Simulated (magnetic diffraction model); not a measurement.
## Cr3FeAs below its ordering temperature

Space group Pm-3m (no. 221), a = 4.1560 Å.

| site | atom | x | y | z |
| --- | --- | --- | --- | --- |
| 1b | As | 1/2 | 1/2 | 1/2 |
| 1a | Fe | 0 | 0 | 0 |
| 3c | Cr | 1/2 | 1/2 | 0 |

The compound is invented for this exercise: a known structure type with other elements, its cell scaled to their sizes and not relaxed.

Only Fe and Cr are taken to order (form factors of Fe2+ and Cr2+); orders and moment sizes are assumed, and not adapted to the symmetry. Radiation: neutrons of λ = 1.8 Å, 1.5° to 90°; isotropic B of 0.49 Å² (As), 0.49 Å² (Fe) and 0.51 Å² (Cr). Simulated constant-wavelength pattern: nuclear and magnetic terms add, the magnetic one as |2.695 fm × Σ f S⊥ exp(2πi Q·r) exp(−B s²)|², summed over all Q at one angle with the factor 1/(sin²θ cos θ). For a modulated order the moment at position r is S exp(−2πi k·r) + c.c., with S = m/2 for a sine wave of amplitude m and S = m(u + iv)/2 for moments turning in a plane, u and v being orthogonal unit vectors in it; the phase factor of the sum at Q = H + k is then exp(2πi H·r). Free-ion form factors, Sears's scattering lengths of 1992, no absorption; a label names one of the reflections at its angle. The strongest nuclear line in the range is 100, and lines under 0.2 are left out.

Above the ordering temperature:

```tsv
2θ (°)	index	I
25.01	(1 0 0)	0.3
35.67	(1 1 0)	76.8
44.06	(1 1 1)	42.6
51.33	(2 0 0)	92.9
57.92	(2 1 0)	0.2
64.07	(2 1 1)	54.3
75.54	(2 2 0)	100.0
86.44	(3 1 0)	35.9
```

Below it (cell unchanged):

```
2θ (°)      I
 25.01    0.3
 25.77   13.4
 31.47   10.0
 35.67   76.8
 40.48    5.3
 44.06   42.6
 51.33   92.9
 51.85    2.4
 57.92    0.2
 58.31    1.7
 61.46    1.5
 64.07   54.3
 64.34    1.0
 67.33    1.1
 75.54  100.0
 75.97    0.7
 78.76    0.4
 86.44   35.9
 86.68    0.4
```

**Question.** Check that the new lines index with k = (0.246 0 0), then choose among these models:
A. moments turning in the plane of [010] and [001], 1.4 μB on Fe and 1.43 μB on Cr; signs + at (0, 0, 0), + at (1/2, 1/2, 0), − at (1/2, 0, 1/2), − at (0, 1/2, 1/2)
B. moments turning in the plane of [100] and [010], 1.4 μB on Fe and 1.43 μB on Cr; signs + at (0, 0, 0), + at (1/2, 1/2, 0), − at (1/2, 0, 1/2), − at (0, 1/2, 1/2)
C. a sine wave with moments along [001] (amplitudes given), 1.4 μB on Fe and 1.43 μB on Cr; signs + at (0, 0, 0), + at (1/2, 1/2, 0), − at (1/2, 0, 1/2), − at (0, 1/2, 1/2)
D. a sine wave with moments along [010] (amplitudes given), 1.4 μB on Fe and 1.43 μB on Cr; signs + at (0, 0, 0), + at (1/2, 1/2, 0), − at (1/2, 0, 1/2), − at (0, 1/2, 1/2)

The new lines index as (0.246 0 1) at 25.77°, (0.754 1 0) at 31.47°, (1.246 1 0) at 40.48° and (1.754 0 1) at 51.85°, that is as H ± k with k = (0.246 0 0), one of 3 inequivalent arms of its star (k and −k counted as one), which a powder can't tell apart. Satellites come in pairs about each point of the reciprocal lattice.

Magnetic intensity, observed (below minus above) and for each model:

| 2θ (°) | index | observed | A | B | C | D |
| --- | --- | --- | --- | --- | --- | --- |
| 25.77 | (0.246 0 1) | 13.4 | 13.4 | 24.7 | 0.7 | 12.7 |
| 31.47 | (0.754 1 0) | 10.0 | 10.0 | 7.3 | 7.3 | 2.6 |
| 40.48 | (1.246 1 0) | 5.3 | 5.3 | 3.3 | 3.3 | 2.0 |
| 51.85 | (1.754 0 1) | 2.4 | 2.4 | 1.7 | 1.0 | 1.4 |
| 58.31 | (0.246 2 1) | 1.7 | 1.7 | 2.0 | 1.3 | 0.3 |
| 61.46 | (0.754 1 2) | 1.5 | 1.5 | 2.3 | 0.4 | 1.1 |
| 64.34 | (2.246 0 1) | 1.0 | 1.0 | 0.6 | 0.5 | 0.6 |
| 67.33 | (1.246 1 2) | 1.1 | 1.1 | 1.4 | 0.3 | 0.8 |

Model A matches.

The structure used: k = (0.246 0 0), moments turning in the plane of [010] and [001], 1.4 μB on Fe and 1.43 μB on Cr; signs + at (0, 0, 0), + at (1/2, 1/2, 0), − at (1/2, 0, 1/2), − at (0, 1/2, 1/2).

[Logs are printed without paths, hosts, clocks, repeated set-up lines and the standing remarks that a program may print on its own settings, such as how far it seeks lower states.]
